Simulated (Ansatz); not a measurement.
# NaB (Fm-3m): Grüneisen parameters, part 2 of 2

Aim: how the phonons of NaB (Fm-3m) shift with volume, and the thermal expansion that follows.

Ansatz 0.2.0; DFT PBEsol, scalar-relativistic, plane waves, PAW; PAW set soft_1.

So far, highest frequency on the path or at a solved wavevector (cm⁻¹): step 2 (response at finite wavevector) 306; step 4 (phonons at the other volume, volume ratio 0.97) 319.

## 5. Relaxing at another volume, volume ratio 1.03

The volume is scaled by 1.03 and held; symmetry leaves nothing to relax, so this is a single point. The modes can then be followed against volume.

input.yaml

```yaml
crystal:
  lattice:
    - [0.0, 2.6774442224, 2.6774442224]
    - [2.6774442224, 0.0, 2.6774442224]
    - [2.6774442224, 2.6774442224, 0.0]
  atoms:
    - { symbol: Na, position: [0.0, 0.0, 0.0] }
    - { symbol: B, position: [0.5, 0.5, 0.5] }
kpoints:
  mp_grid: { grid: [16, 16, 16] }
hamiltonian:
  xc: pbesol
  pseudopotentials: { kind: paw, azcp: { folder: soft_1 }, xc_functional: pbe }
scf:
  occupations: { method: methfessel_paxton, width: 0.2 }
output:
  forces: true
  stress: true
  eigenvalues: true
```

Launch:

```sh
> ansatz run input.yaml --threads 4 --pin off --max-ram 10240MiB --backend cpu --events-out ev --progress --plain --runs-dir out
```

Numbers of over 12 decimals in the logs are rounded to 6 here.

Log:

```text
[...]
Crystal: 2 atoms, lattice volume = 38.388 Å³
Basis set: ecut = 420 eV, 749 PW (Γ), exchange–correlation on 54×54×54 points (8 copies of the dense FFT grid, shifted against one another)
Bands: 10, of which v1, the nominal top of the filled ones, is band 6 counted from 1 (5 counted from 0)
Symmetry: 48 space group operations
[...]
k-points: 145 of 4096
[...]
Internal energy: -1624.673528 eV  (E = F + TS)
E sigma→0 (E₀):  -1624.674350 eV
Entropy (-TS):   -0.001096 eV (-0.548 meV/atom)
Fermi energy:    2.633426 eV
[...]
--- Stress (GPa, compression-positive) ---
       -0.785200      -0.000000      -0.000000
       -0.000000      -0.785200      -0.000000
       -0.000000       0.000000      -0.785200
  P = ⅓ Tr σ = -0.7852 GPa (-7.852 kbar)
--- Band table (eV; the first three rows and the last of 145) ---
[...]
[key lines of the parts left out:]
SCF converged after 6 iterations
Free energy (F): -1624.674624 eV
```

Elapsed: 0.75 s, on 4 threads of Arm Neoverse V2, shared host; peak memory 0.34 GiB; 2.5 s of CPU time.

Numbers from this step:

```
pressure        : -0.7852 GPa
volume per atom : 19.19 Å³
```

The run ends at a pressure of -0.79 GPa.

## 6. Phonons at the other volume, volume ratio 1.03

The phonons are repeated at this volume on the same k and q meshes.

input.yaml, as its differences from that of step 5:

```diff
@@ -16,4 +16,11 @@
 output:
-  forces: true
-  stress: true
   eigenvalues: true
+phonons:
+  method: dfpt
+  qmesh: [4, 4, 4]
+  temperatures: { t_max: 1000, t_step: 50 }
+  qpath:
+    path:
+      - [[0.0, 0.0, 0.0], [0.5, 0.0, 0.5], [0.625, 0.25, 0.625]]
+      - [[0.375, 0.375, 0.75], [0.0, 0.0, 0.0], [0.5, 0.5, 0.5], [0.5, 0.25, 0.75], [0.5, 0.0, 0.5]]
+    npoints: 10
```

Log:

```text
[...]
Crystal: 2 atoms, lattice volume = 38.388 Å³
Basis set: ecut = 420 eV, 749 PW (Γ), exchange–correlation on 54×54×54 points (8 copies of the dense FFT grid, shifted against one another)
Bands: 10, of which v1, the nominal top of the filled ones, is band 6 counted from 1 (5 counted from 0)
Symmetry: 48 space group operations
k-points: 145 of 4096
[...]
Entropy (-TS):   -0.001096 eV (-0.548 meV/atom)
Fermi energy:    2.633476 eV
[...]
--- Band table (eV; the first three rows and the last of 145) ---
[...]
ASR residual: 1.526e-5 → 0.000e0 eV/Å²; symmetrization residual: 2.841e-8 eV/Å²
  ASR residual per site (eV/Å²): 1.53e-5 2.10e-6
  Γ frequencies (cm⁻¹): 0.00 0.00 0.00 294.32 294.32 294.32
--- Phonons (arbitrary-q DFPT): 8 irreducible q on the 4×4×4 mesh ---
[...]
interpolated dispersion: 62 rows × 6 modes
[...]
[key lines of the parts left out:]
SCF converged after 8 iterations
Free energy (F): -1624.674624 eV
```

The job ended after 3.8 min (4 threads; peak memory 3.3 GiB; 15 min of CPU time).

Numbers from this step:

| Property | Result |
| --- | --- |
| sum-rule residual before enforcement | 1.53e-5 eV/Å² |
| lowest frequency on the path | -200.9 cm⁻¹ |
| highest frequency on the path or at a solved wavevector | 294.3 cm⁻¹ |
| highest optical mode at the zone centre (no LO-TO term) | 294.3 cm⁻¹ |
| lowest optical zone-centre mode | 294.3 cm⁻¹ |
| lowest mode on the q mesh (acoustic modes at Γ apart) | -200.9 cm⁻¹ |

Frequencies (cm⁻¹) solved at each irreducible wavevector; negative means imaginary. Frequencies by wavevector, by row:

```csv
q in reciprocal lattice units,star,mode 1,mode 2,mode 3,mode 4,mode 5,mode 6
0 0 0,1,0,0,0,294.3,294.3,294.3
0 0 0.25,8,61,105.2,105.2,254.2,272.3,272.3
0 0 -0.5,4,-55.6,174.8,174.8,190.5,228,228
0 0.25 0.25,6,-73.5,-73.5,176.9,205.7,290.1,290.1
0 0.25 -0.5,24,-142.3,54.7,56.4,239.9,266.3,269.2
0 0.25 -0.25,12,-107.7,136.7,174,185.5,231.3,287.1
0 -0.5 -0.5,3,-200.9,-126.3,-126.3,268.2,291.3,291.3
0.25 -0.5 -0.25,6,-166.8,-166.8,179.3,199.1,274.6,274.6
```

The highest optical mode at the zone centre (no LO-TO term) is 294.3 cm⁻¹, -12.2 cm⁻¹ against the base run.

## 7. Grüneisen parameters

The Grüneisen parameter of a mode is minus the logarithmic change of its frequency with volume, −d ln ω / d ln V; weighted by heat capacity it gives the expansion.

Numbers from this step:

* bulk modulus: 28.7 GPa

Phonon branches along the path, in cm⁻¹:

| point | branch 1 | branch 2 | branch 3 | branch 4 | branch 5 | branch 6 |
| --- | --- | --- | --- | --- | --- | --- |
| Γ | 0 | 0 | 0 | 306 | 306 | 306 |
| halfway | -78 | -78 | 183 | 216 | 303 | 303 |
| X | -210 | -134 | -134 | 283 | 304 | 304 |
| halfway | -204 | -124 | -115 | 283 | 293 | 298 |
| U | -186 | -89 | -8 | 264 | 281 | 286 |
| jump to K | -186 | -89 | -8 | 264 | 281 | 286 |
| halfway | -80 | 135 | 163 | 229 | 259 | 304 |
| Γ | 0 | 0 | 0 | 306 | 306 | 306 |
| halfway | 66 | 110 | 110 | 265 | 284 | 284 |
| L | -39 | 182 | 182 | 199 | 237 | 237 |
| halfway | -139 | 38 | 188 | 195 | 268 | 278 |
| W | -175 | -175 | 187 | 208 | 288 | 288 |
| halfway | -200 | -147 | -26 | 277 | 284 | 298 |
| X | -210 | -134 | -134 | 283 | 304 | 304 |

The same for volume x 0.97:

```csv
point,branch 1,branch 2,branch 3,branch 4,branch 5,branch 6
Γ,0,0,0,319,319,319
X,-219,-141,-141,298,318,318
U,-194,-93,-23,277,294,301
K,-194,-93,-23,277,294,301
Γ,0,0,0,319,319,319
L,15,190,190,208,246,246
W,-183,-183,195,217,303,303
X,-219,-141,-141,298,318,318
```

The same for volume x 1.03:

```csv
point,branch 1,branch 2,branch 3,branch 4,branch 5,branch 6
Γ,0,0,0,294,294,294
X,-201,-126,-126,268,291,291
U,-177,-85,18,252,269,272
K,-177,-85,18,252,269,272
Γ,0,0,0,294,294,294
L,-56,175,175,190,228,228
W,-167,-167,179,199,275,275
X,-201,-126,-126,268,291,291
```

The first set of phonon branches as a text plot (rows in cm⁻¹):

```
    308 |***************     **************                   ***
    286 |  *        *********    ****     ***         ***********
    263 |   *    ***     ****   **          ***    ****     **
    241 |    ** *          * ***             * ******
    218 |      *            *   *             **         ***
    196 |                    ***                ***********
    173 |    ***             ****              *****       *
    151 |                   *  *              *
    129 |   *   *            ** **           *      *
    106 |                  *     ***        *        *      *
     84 |  *                *     **       *                 *
     61 |                           *     *****
     39 | *                          *   **    *      *
     16 |                               *
     -6 |**               *          ***
    -28 |  *               *        *           **
    -51 |   ***          *        **              *
    -73 |      *                **                 *          *
    -96 |       **      ***    *                    *  *
   -118 |        ***   **    **                      *  *      *
   -141 |           ***     *                         *       ***
   -163 |         **       *                           *** ***
   -185 |                **                               ****
   -208 |           *****                                     ***
         Γ           X  U|K            Γ         L        W     X
```

## 8. Summary of results

```
bulk modulus : 28.7 GPa
```

No expansion is given, because modes are imaginary at one volume or more. The highest optical mode at Γ goes from 319 to 294 cm⁻¹ as the cell grows, a Grüneisen parameter of 1.36. Branches are matched by rank, so values near crossings are rough. With no gap, or one that is small against the smearing, the frequencies hang on the k mesh and the smearing, most of all near Kohn anomalies. The PAW files were made for PBE and serve the other functionals too. A phonon run warned that its eigensolver left some bands unconverged in a pass.

[Logs are printed without paths, hosts, clocks, repeated set-up lines and the standing remarks that a program may print on its own settings, such as how far it seeks lower states.]

[Hosts, paths, dates, database ids (printed as entryN), source tags and the programs' standing remarks are cut or masked in the printed files.]
